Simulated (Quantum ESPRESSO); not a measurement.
# Magnetic state of AlNi from several starts

A self-consistent run ends on one state, which hangs on the start. Several orders of AlNi are started in Quantum ESPRESSO and their energies compared.

Calculated with Quantum ESPRESSO 7.5; PBE; plane waves with GBRV 1.5 PBE potentials, no spin-orbit coupling.

Most raw output is cut from this account.

The database entry behind the starting cell differs from later determinations by our own check (about 0.2 % short), so it need not match the best structure at ambient conditions.

**1. Set-up**

It takes space group Pm-3m (No. 221, cubic). The conventional cell has a = 2.881 Å, b = 2.881 Å, c = 2.881 Å, α = 90.00°, β = 90.00°, γ = 90.00°. Nearest to Al lie 8 Ni at 2.50 Å. Ni has 8 Al at 2.50 Å nearest. Farther neighbours are not listed.

The cell comes from the Crystallography Open Database.

**2. Run 1, typed as ferro +**

The signs are those of the starting moments on the seeded atoms, the atoms that are given a moment.

ASE passes magmoms on as starting_magnetization. pw.x reads values of 1 or more as Bohr magnetons; where all are smaller, it reads them as fractions of the valence charge.

pw.py

```python
from ase import Atoms
from ase.calculators.espresso import Espresso, EspressoProfile

atoms = Atoms(['Al', 'Ni'],
    cell=[[2.881, 0.0, 0.0],
         [0.0, 2.881, 0.0],
         [0.0, 0.0, 2.881]],
    scaled_positions=[[0.0, 0.0, 0.0],
         [0.5, 0.5, 0.5]],
    pbc=True,
    magmoms=[0.0, 1.0])
input_data = {
    'control': {'calculation': 'scf', 'prefix': 'pwscf', 'outdir': './tmp', 'disk_io': 'nowf'},
    'system': {'ecutwfc': 40.0, 'ecutrho': 280.0, 'nbnd': 18, 'occupations': 'smearing', 'smearing': 'fd', 'degauss': 0.00734986, 'nspin': 2},
    'electrons': {'conv_thr': 4e-09, 'electron_maxstep': 150, 'mixing_beta': 0.3},
}
atoms.calc = Espresso(
    profile=EspressoProfile(command='mpirun -n 2 pw.x -nk 2', pseudo_dir='pseudo'),
    pseudopotentials={'Al': 'al_pbe_v1.uspp.F.UPF', 'Ni': 'ni_pbe_v1.4.uspp.F.UPF'},
    input_data=input_data,
    kpts=(10, 10, 10),
    koffset=(0, 0, 0))
energy = atoms.get_potential_energy(force_consistent=True)
print(f'free energy: {energy:.6f} eV')
print('site moments (muB):', atoms.get_magnetic_moments().round(3))
```

Run with:

```
> OMP_NUM_THREADS=1 python3 pw.py > pw.log
```

Run time: 20 s. Hardware: 2 MPI ranks of Arm Neoverse V2, shared host; peak memory 0.25 GiB.

The spin moment in the atom's sphere vanishes on all atoms.

Numbers from this step:

* smearing term TS: 0.02496 eV
* magnetization: 0 μB
* absolute magnetization: 0 μB
* final state: non-magnetic

**3. Run 2, typed as antiferro q=(1/2,1/2,1/2) +−**

The cell is doubled to 4 atoms to hold this order. The wavevector q is in fractions of the reciprocal vectors of the crystal's primitive cell, as the cells of these inputs are built from it; moments change sign between cells as cos(2π q·R).

pw.py

```python
from ase import Atoms
from ase.calculators.espresso import Espresso, EspressoProfile

atoms = Atoms(['Al', 'Al', 'Ni', 'Ni'],
    cell=[[5.762, 0.0, 0.0],
         [2.881, 2.881, 0.0],
         [2.881, 0.0, 2.881]],
    scaled_positions=[[0.0, 0.0, 0.0],
         [0.5, 0.0, 0.0],
         [0.75, 0.5, 0.5],
         [0.25, 0.5, 0.5]],
    pbc=True,
    magmoms=[0.0, 0.0, 1.0, -1.0])
input_data = {
    'control': {'calculation': 'scf', 'prefix': 'pwscf', 'outdir': './tmp', 'disk_io': 'nowf'},
    'system': {'ecutwfc': 40.0, 'ecutrho': 280.0, 'nbnd': 30, 'occupations': 'smearing', 'smearing': 'fd', 'degauss': 0.00734986, 'nspin': 2},
    'electrons': {'conv_thr': 8e-09, 'electron_maxstep': 150, 'mixing_beta': 0.3},
}
atoms.calc = Espresso(
    profile=EspressoProfile(command='mpirun -n 2 pw.x -nk 2', pseudo_dir='pseudo'),
    pseudopotentials={'Al': 'al_pbe_v1.uspp.F.UPF', 'Ni': 'ni_pbe_v1.4.uspp.F.UPF'},
    input_data=input_data,
    kpts=(5, 10, 10),
    koffset=(0, 0, 0))
energy = atoms.get_potential_energy(force_consistent=True)
print(f'free energy: {energy:.6f} eV')
print('site moments (muB):', atoms.get_magnetic_moments().round(3))
```

Run with:

```
> OMP_NUM_THREADS=1 python3 pw.py > pw.log
```

The job ended after 52 s (2 MPI ranks; peak memory 0.35 GiB).

Spin moment in the atom's sphere by atom:

```csv
atom,spin moment in the atom's sphere (μB)
Al1,0.0000
Al2,0.0000
Ni3,-0.0001
Ni4,0.0001
```

Numbers from this step:

```
smearing term TS       : 0.04991 eV
magnetization          : 0 μB
absolute magnetization : 0 μB
final state            : non-magnetic
```

**4. Start 3: antiferro q=(0,1/2,1/2) +−**

This order needs a doubled cell of 4 atoms.

Edit pw.py of step 3 so:

```diff
@@ -4,9 +4,9 @@
 atoms = Atoms(['Al', 'Al', 'Ni', 'Ni'],
-    cell=[[5.762, 0.0, 0.0],
-         [2.881, 2.881, 0.0],
-         [2.881, 0.0, 2.881]],
+    cell=[[2.881, 0.0, 0.0],
+         [0.0, 5.762, 0.0],
+         [0.0, 2.881, 2.881]],
     scaled_positions=[[0.0, 0.0, 0.0],
-         [0.5, 0.0, 0.0],
-         [0.75, 0.5, 0.5],
-         [0.25, 0.5, 0.5]],
+         [0.0, 0.5, 0.0],
+         [0.5, 0.0, 0.5],
+         [0.5, 0.5, 0.5]],
     pbc=True,
@@ -22,3 +22,3 @@
     input_data=input_data,
-    kpts=(5, 10, 10),
+    kpts=(10, 5, 10),
     koffset=(0, 0, 0))
```

Run with:

```
> OMP_NUM_THREADS=1 python3 pw.py > pw.log
```

The job ended after 91 s (2 MPI ranks; peak memory 0.39 GiB; 3 min of CPU time).

The spin moment in the atom's sphere vanishes on all atoms.

This step gave:

- smearing term TS: 0.04992 eV
- magnetization: 0 μB
- absolute magnetization: 0 μB
- final state: non-magnetic

**5. Run 4 (antiferro q=(0,0,1/2) +−)**

This order needs a doubled cell of 4 atoms.

Edit pw.py of step 4 so:

```diff
@@ -5,8 +5,8 @@
     cell=[[2.881, 0.0, 0.0],
-         [0.0, 5.762, 0.0],
-         [0.0, 2.881, 2.881]],
+         [0.0, 2.881, 0.0],
+         [0.0, 0.0, 5.762]],
     scaled_positions=[[0.0, 0.0, 0.0],
-         [0.0, 0.5, 0.0],
-         [0.5, 0.0, 0.5],
-         [0.5, 0.5, 0.5]],
+         [0.0, 0.0, 0.5],
+         [0.5, 0.5, 0.25],
+         [0.5, 0.5, 0.75]],
     pbc=True,
@@ -22,3 +22,3 @@
     input_data=input_data,
-    kpts=(10, 5, 10),
+    kpts=(10, 10, 5),
     koffset=(0, 0, 0))
```

Run with:

```
> OMP_NUM_THREADS=1 python3 pw.py > pw.log
```

Elapsed: 73 s, on 2 MPI ranks; peak memory 0.38 GiB; 2.4 min of CPU time.

Numbers from this step:

| Quantity | Value |
| --- | --- |
| smearing term TS | 0.04992 eV |
| magnetization | 0 μB |
| absolute magnetization | 0 μB |
| final state | non-magnetic |
| largest moment | 0 μB |

**6. Run 5 (no spin polarisation)**

pw.py

```python
from ase import Atoms
from ase.calculators.espresso import Espresso, EspressoProfile

atoms = Atoms(['Al', 'Ni'],
    cell=[[2.881, 0.0, 0.0],
         [0.0, 2.881, 0.0],
         [0.0, 0.0, 2.881]],
    scaled_positions=[[0.0, 0.0, 0.0],
         [0.5, 0.5, 0.5]],
    pbc=True)
input_data = {
    'control': {'calculation': 'scf', 'prefix': 'pwscf', 'outdir': './tmp', 'disk_io': 'nowf'},
    'system': {'ecutwfc': 40.0, 'ecutrho': 280.0, 'nbnd': 17, 'occupations': 'smearing', 'smearing': 'fd', 'degauss': 0.00734986},
    'electrons': {'conv_thr': 4e-09, 'electron_maxstep': 150, 'mixing_beta': 0.3},
}
atoms.calc = Espresso(
    profile=EspressoProfile(command='mpirun -n 2 pw.x -nk 2', pseudo_dir='pseudo'),
    pseudopotentials={'Al': 'al_pbe_v1.uspp.F.UPF', 'Ni': 'ni_pbe_v1.4.uspp.F.UPF'},
    input_data=input_data,
    kpts=(10, 10, 10),
    koffset=(0, 0, 0))
energy = atoms.get_potential_energy(force_consistent=True)
print(f'free energy: {energy:.6f} eV')
```

Run with:

```
> OMP_NUM_THREADS=1 python3 pw.py > pw.log
```

Elapsed: 7.1 s, on 2 MPI ranks; peak memory 0.23 GiB.

This step gave:

| Quantity | Value |
| --- | --- |
| smearing term TS | 0.02496 eV |
| final state | non-magnetic (no spin polarisation) |

**7. A faulty input**

As a test, an input with a fault in it is run.

pw.in

```
&CONTROL
  calculation = 'scf'
  prefix = 'pwscf'
  outdir = './tmp'
  pseudo_dir = './pseudo'
  disk_io = 'nowf'
/
&SYSTEM
  ibrav = 0
  nat = 2
  ntyp = 2
  input_dft = 'pbe96x'
  ecutwfc = 40
  ecutrho = 280
  nbnd = 18
  occupations = 'smearing'
  smearing = 'fd'
  degauss = 0.00734986
  nspin = 2
  starting_magnetization(1) = 0
  starting_magnetization(2) = 0.0556
/
&ELECTRONS
  conv_thr = 4d-09
  electron_maxstep = 60
  mixing_beta = 0.3
/
ATOMIC_SPECIES
Al     26.9815 al_pbe_v1.uspp.F.UPF
Ni     58.6934 ni_pbe_v1.4.uspp.F.UPF
CELL_PARAMETERS angstrom
   2.8810000000    0.0000000000    0.0000000000
   0.0000000000    2.8810000000    0.0000000000
   0.0000000000    0.0000000000    2.8810000000
ATOMIC_POSITIONS crystal
Al      0.0000000000    0.0000000000    0.0000000000
Ni      0.5000000000    0.5000000000    0.5000000000
K_POINTS automatic
10 10 10 0 0 0
```

Run with:

```
> OMP_NUM_THREADS=1 mpirun -n 2 pw.x -nk 2 -in pw.in > pw.out
```

Wall time 14 s (2 MPI ranks); peak memory 0.17 GiB.

The run converged, but its input is faulty, so its numbers are not to be trusted.

The fault in the input: a mistyped functional, which the program reads as gradient terms without local exchange and correlation.

**8. Energies of the orders**

An order is kept where moments of 0.15 μB or more survive with the typed signs; meshes match where a doubled cell samples the same k points as the first cell.

Orders:

```csv
start,final state,typed order kept,energy over the lowest (meV a seeded atom),largest site moment (μB),net moment (μB a cell of the first run),mesh matched,CPU time (s)
ferro +,non-magnetic,no,0.03306,0,0,yes,38.78
"antiferro q=(1/2,1/2,1/2) +-",non-magnetic,no,0.03331,0,0,yes,102.6
"antiferro q=(0,1/2,1/2) +-",non-magnetic,no,0.03288,0,0,yes,182.2
"antiferro q=(0,0,1/2) +-",non-magnetic,no,0.03306,0,0,yes,145.4
no spin polarisation,non-magnetic,-,0,0,0,yes,13.5
```

**9. Summary of results**

```
lowest state found  : non-magnetic (from ferro +, antiferro q=(1/2,1/2,1/2) +-, antiferro q=(0,1/2,1/2) +-, antiferro q=(0,0,1/2) +- and no spin polarisation)
largest site moment : 0 μB
```

In words: The lowest state carries no moment, and no start kept one. Only these 5 starts were compared; other wavevectors, canted and longer-period orders were not. Energies are free energies at an electronic temperature of 1160 K, which lowers moments and differences where the moments are itinerant.

[Logs and program files are shortened in this print: banners, set-up blocks, solver, clock and traceback lines can be left out without a mark of their own.]

[Logs are printed without paths, hosts, clocks, repeated set-up lines and the standing remarks that a program may print on its own settings, such as how far it seeks lower states.]

[Hosts, paths, dates, database ids (printed as entryN), source tags and the programs' standing remarks are cut or masked in the printed files.]

[Where a cell is said to come from a database of computed structures, the database is the Materials Project.]
